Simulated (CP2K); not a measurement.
Acetyloxirane has these distinct O atoms: O3 (bonded to C) and O6 (bonded to 2 C).

```xyz
12

C     1.4402    0.0839    0.7431
C     0.6956    0.5929   -0.4697
O     1.2678    1.1020   -1.4302
C    -0.8058    0.4738   -0.5049
C    -1.4590   -0.8356   -0.2604
O    -1.5251    0.2023    0.7312
H     0.8298   -0.5698    1.3766
H     2.3558   -0.4240    0.4203
H     1.7395    0.9508    1.3498
H    -1.2962    1.1749   -1.1849
H    -0.8465   -1.7004    0.0092
H    -2.3961   -1.0507   -0.7802
```

Their partial O K spectra (CP2K XAS_TDP, all-electron GAPW, PBEh(45%), aug-cc-pVDZ, TDA, GW2X-corrected core level, no relativity) are given in random order, each times the number of alike atoms.

Gaussian full width 0.5 eV, oscillator strength per eV, alike atoms added, rows of zeros left out:

```
E (eV)  curve 1  curve 2
530.75    0.000    0.006
531.00    0.000    0.044
531.25    0.000    0.080
531.50    0.000    0.037
531.75    0.000    0.004
534.25    0.002    0.000
534.50    0.020    0.000
534.75    0.057    0.000
535.00    0.040    0.000
535.25    0.010    0.000
535.50    0.030    0.000
535.75    0.068    0.000
536.00    0.041    0.000
536.25    0.006    0.000
536.50    0.000    0.001
536.75    0.001    0.004
537.00    0.003    0.005
537.25    0.005    0.003
537.50    0.012    0.003
537.75    0.022    0.006
538.00    0.016    0.005
538.25    0.006    0.003
538.50    0.011    0.004
538.75    0.012    0.007
539.00    0.009    0.011
539.25    0.015    0.011
539.50    0.017    0.009
539.75    0.012    0.009
540.00    0.009    0.008
540.25    0.010    0.006
540.50    0.008    0.007
540.75    0.006    0.008
541.00    0.004    0.009
541.25    0.007    0.008
541.50    0.009    0.012
541.75    0.004    0.021
542.00    0.001    0.021
542.25    0.002    0.011
```

Q: Which curve belongs to which atom?

Curve 1: O6 (bonded to 2 C), leading line at 534.81 eV (f = 0.032 an atom), ionisation energy 538.87 eV, term value 4.06 eV. Curve 2: O3 (bonded to C), leading line at 531.23 eV (f = 0.043 an atom), ionisation energy 537.88 eV, term value 6.65 eV. The leading line of an atom is its first one with 35 % of the strongest within 2.5 eV of its lowest line over the strength cut. A line lies at the core ionisation energy, which rises as an atom loses charge to its neighbours or to a π system, less the term value, which is large for a low π* or σ* orbital with weight on that atom.

[Banner, clock and machine lines of the logs are left out without a mark of their own.]

[Logs are printed without paths, hosts, clocks, repeated set-up lines and the standing remarks that a program may print on its own settings, such as how far it seeks lower states.]

[Hosts, paths, dates, database ids (printed as entryN), source tags and the programs' standing remarks are cut or masked in the printed files.]
